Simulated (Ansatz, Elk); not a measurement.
# ZnGa2Se3S: X-ray structure factors from the self-consistent density

Structure refinements treat a crystal as free atoms side by side. For a made-up structure of ZnGa2Se3S (cell and positions from a r2SCAN relaxation) the runs below show what the calculated density changes in F(hkl).

Calculated with Elk 11.2.3 (patched build); DFT, PBE, all-electron APW+lo, Dirac cores, scalar-relativistic bands, static density, no spin.

This account leaves out most program logs.

The structure was built from a prototype and need not be the compound's stable phase.

## Step 1: The starting structure

The structure is trigonal, space group R3m (No. 160). Conventional cell: a = 3.822 Å, b = 3.822 Å, c = 37.802 Å, α = 90.00°, β = 90.00°, γ = 120.00°. Nearest to Se lie 4 Ga at 2.38 to 2.67 Å. Nearest to Se lie 3 Ga at 2.55 Å and 1 Zn at 2.63 Å. Se has 3 Zn at 2.36 Å nearest. Nearest to Ga lie 3 S at 2.37 Å and 1 Se at 2.38 Å. Ga has 6 Se at 2.55 to 2.67 Å nearest. Zn has 4 Se at 2.36 to 2.63 Å nearest. Farther neighbours and most contacts between anions are not listed.

## Step 2: Ground state and structure factors

An all-electron density is needed, since X-rays see the cores too. Task 0 finds the density and task 195 Fourier-transforms it; tshift is off so that phases refer to the origin typed.

The input, elk.in:

```
tasks
  0
  195

xctype
  20

spinpol
  .false.

rgkmax
  7.0

gmaxvr
  14.0

lmaxo
  7

lmaxapw
  8

swidth
  0.002

tshift
  .false.

ramdisk
  .false.

hmaxvr
  5.5

maxscl
  120

epspot
  1e-06

sppath
  './'

avec
  3.61123834740 2.08494943198 23.81160443186
  -3.61123834740 2.08494943198 23.81160443186
  0.00000000000 -4.16989886396 23.81160443186

atoms
  4
  'Se.in'
  3
  0.7062315696 0.7062315696 0.7062315696   0.000000 0.000000 0.000000
  0.2994761582 0.2994761582 0.2994761582   0.000000 0.000000 0.000000
  0.8747524219 0.8747524219 0.8747524219   0.000000 0.000000 0.000000
  'Ga.in'
  2
  0.7692917309 0.7692917309 0.7692917309   0.000000 0.000000 0.000000
  0.9997440781 0.9997440781 0.9997440781   0.000000 0.000000 0.000000
  'Zn.in'
  1
  0.2298662116 0.2298662116 0.2298662116   0.000000 0.000000 0.000000
  'S.in'
  1
  0.1255044977 0.1255044977 0.1255044977   0.000000 0.000000 0.000000

ngridk
  7 7 7
```

Command:

```bash
$ OMP_NUM_THREADS=4 elk
```

Wall time 6.5 min (4 threads of Arm Neoverse V1, shared host); peak memory 0.67 GiB.

SFACRHO.OUT:

```text

h k l indices transformed by vhmat matrix:
   1.000000000       0.000000000       0.000000000    
   0.000000000       1.000000000       0.000000000    
   0.000000000       0.000000000       1.000000000    

      h      k      l  multipl.   |H|            Re(F)            Im(F)           |F|

      0      0      0      1   0.0000000       210.00000      0.82620041E-16   210.00000    
      1      1      1      1  0.26387072       25.263282      -9.0101200       26.821925    
     -1     -1     -1      1  0.26387072       25.263282       9.0101200       26.821925    
      2      2      2      1  0.52774145     -0.71384642       18.847657       18.861170    
     -2     -2     -2      1  0.52774145     -0.71384642      -18.847657       18.861170    
      3      3      3      1  0.79161217       78.947337      -18.818267       81.159160    
     -3     -3     -3      1  0.79161217       78.947337       18.818267       81.159160    
      0      0     -1      3   1.0083738       46.035203       12.780582       47.776388    
      0      1      0      3   1.0083738       46.035203      -12.780582       47.776388    
      1      0      1      3   1.0198171      -73.031366      -18.263066       75.280276    
     -1     -1      0      3   1.0198171      -73.031366       18.263066       75.280276    
      4      4      4      1   1.0554829      -62.967891      -11.418846       63.994885    
     -4     -4     -4      1   1.0554829      -62.967891       11.418846       63.994885    
      1      1      2      3   1.0643609       53.181381       1.3491145       53.198490    
     -1     -1     -2      3   1.0643609       53.181381      -1.3491145       53.198490    
     -2     -2     -1      3   1.0965819      -29.216737      -5.2308420       29.681298    
      2      2      1      3   1.0965819      -29.216737       5.2308420       29.681298    
      3      2      2      3   1.1782045       65.009647       18.537371       67.600949
```

Elk indexes on the primitive cell of elk.in and gives |H| = 4π sin θ/λ in inverse bohr. Below, one row stands for each form hkl of the conventional cell (m members, Friedel mates merged), F is for one primitive cell and the density is static (no thermal factor). Free-atom factors are Waasmaier and Kirfel's, and R is Σm||F|−|F'||/Σm|F|.

```
   hkl   m  sin θ/λ (Å⁻¹)  abs F, DFT  neutral atoms   diff.  abs of complex diff.
   003   2          0.040      26.822         26.815  +0.007                 0.060
   006   2          0.079      18.861         18.673  +0.188                 0.210
   009   2          0.119      81.159         81.119  +0.040                 0.094
   101   6          0.152      47.776         47.530  +0.246                 0.247
   012   6          0.153      75.280         75.127  +0.153                 0.155
0 0 12   2          0.159      63.995         63.565  +0.430                 0.431
   104   6          0.160      53.199         53.543  -0.345                 0.355
   015   6          0.165      29.681         29.103  +0.578                 0.638
   107   6          0.177      67.601         67.208  +0.393                 0.395
   018   6          0.184      54.327         54.387  -0.060                 0.077
0 0 15   2          0.198      44.133         43.999  +0.134                 0.209
1 0 10   6          0.201      60.428         60.289  +0.139                 0.142
0 1 11   6          0.210      55.105         55.156  -0.051                 0.089
1 0 13   6          0.229      78.426         78.825  -0.399                 0.400
0 0 18   2          0.238      36.349         36.416  -0.067                 0.251
0 1 14   6          0.239      63.602         63.889  -0.287                 0.294
1 0 16   6          0.260      37.976         38.070  -0.094                 0.100
   110   6          0.262     150.447        151.120  -0.673                 0.673
   113  12          0.265      21.180         21.319  -0.139                 0.145
0 1 17   6          0.271     127.556        128.219  -0.663                 0.667
   116  12          0.273      15.378         15.486  -0.108                 0.108
0 0 21   2          0.278      29.611         30.226  -0.615                 0.622
```

## Step 3: The highest occupied states alone

An energy window below the Fermi level keeps the highest occupied states, to see at which angles they scatter; shallow core shells can lie inside it and anion s states outside. No new self-consistency is needed.

elk.in, as its differences from that of step 2:

```diff
@@ -1,3 +1,2 @@
 tasks
-  0
   195
@@ -40,2 +39,5 @@
 
+wsfac
+  -0.267170 0.473820
+
 sppath
```

Command:

```bash
$ OMP_NUM_THREADS=4 elk
```

Elapsed: 31 s, on 4 threads; peak memory 0.4 GiB; 42 s of CPU time.

States within 12 eV below the Fermi level hold 34.00 electrons; any levels below the window count with the cores. Their amplitudes can exceed the total, where window and core parts have opposite phase:

```
   hkl  sin θ/λ (Å⁻¹)  abs F, window  abs F, all
   003          0.040          8.485      26.822
   006          0.079          8.472      18.861
   009          0.119         12.288      81.159
   101          0.152          8.987      47.776
   012          0.153         11.357      75.280
0 0 12          0.159          9.796      63.995
   104          0.160          7.379      53.199
   015          0.165          5.834      29.681
   107          0.177          5.233      67.601
   018          0.184          8.705      54.327
```

## Step 4: Another functional

The difference from free atoms is small, so it is set against the change that LDA (Perdew-Wang) makes.

elk.in, as its differences from that of step 3:

```diff
@@ -1,2 +1,3 @@
 tasks
+  0
   195
@@ -4,3 +5,3 @@
 xctype
-  20
+  3
 
@@ -39,5 +40,2 @@
 
-wsfac
-  -0.267170 0.473820
-
 sppath
```

Command:

```bash
$ OMP_NUM_THREADS=4 elk
```

The job ended after 5.9 min (4 threads; peak memory 0.56 GiB).

Against the first run R = 0.07 %; the largest change is -0.091 at 300.

## Step 5: A coarser k-mesh

About half the k-points along each axis test the sampling.

elk.in, as its differences from that of step 4:

```diff
@@ -5,3 +5,3 @@
 xctype
-  3
+  20
 
@@ -67,2 +67,2 @@
 ngridk
-  7 7 7
+  4 4 4
```

Command:

```bash
$ OMP_NUM_THREADS=4 elk
```

It took 2.8 min on 4 threads; peak memory 0.67 GiB.

Against the first run R = 0.00 %; the largest change is -0.032 at 006.

## Step 6: Settings against the effect

| run | R against the first run (%) | R against neutral atoms, low angle (%) | wall time |
| --- | --- | --- | --- |
| PBE, rgkmax 7 | 0.00 | 0.52 | 6.5 min |
| LDA (Perdew-Wang) | 0.07 | 0.51 | 5.9 min |
| k-mesh 4×4×4 | 0.00 | 0.52 | 2.8 min |

## Step 7: Results

```json
{"R against neutral atoms, sin θ/λ < 0.3 Å⁻¹": "0.52 %", "R against neutral atoms, 0.3 to 0.60 Å⁻¹": "0.21 %"}
```

Independent neutral atoms miss the calculated amplitudes by R = 0.52 % below 0.3 Å⁻¹ and 0.21 % from there to 0.60 Å⁻¹; by shells, 0.19 % below 0.15 Å⁻¹ (3 forms), 0.53 % 0.15 to 0.3 (21 forms), 0.30 % 0.3 to 0.45 (46 forms), 0.16 % above 0.45 (79 forms). Bonding, aspherical density and the tables' own atoms all enter these figures, and the runs don't part them. The largest change of an amplitude is -0.67 electrons, at 110. R counts amplitudes alone; phases shift too. The window's part falls from 34.0 electrons at the origin to at most 3.15 between 0.45 and 0.60 Å⁻¹, where compact states inside the window still scatter. Below 0.3 Å⁻¹ the changes that finished (LDA (Perdew-Wang) and k-mesh 4×4×4) move F by R = 0.02 % at most, against the 0.52 % that separates it from free atoms. The basis has no finished test. Part of the difference isn't bonding: the tables are fits to free atoms and ions calculated by other methods than this functional. Thermal motion, anomalous dispersion and extinction are left out.

[Logs are printed without paths, hosts, clocks, repeated set-up lines and the standing remarks that a program may print on its own settings, such as how far it seeks lower states.]

[Hosts, paths, dates, database ids (printed as entryN), source tags and the programs' standing remarks are cut or masked in the printed files.]
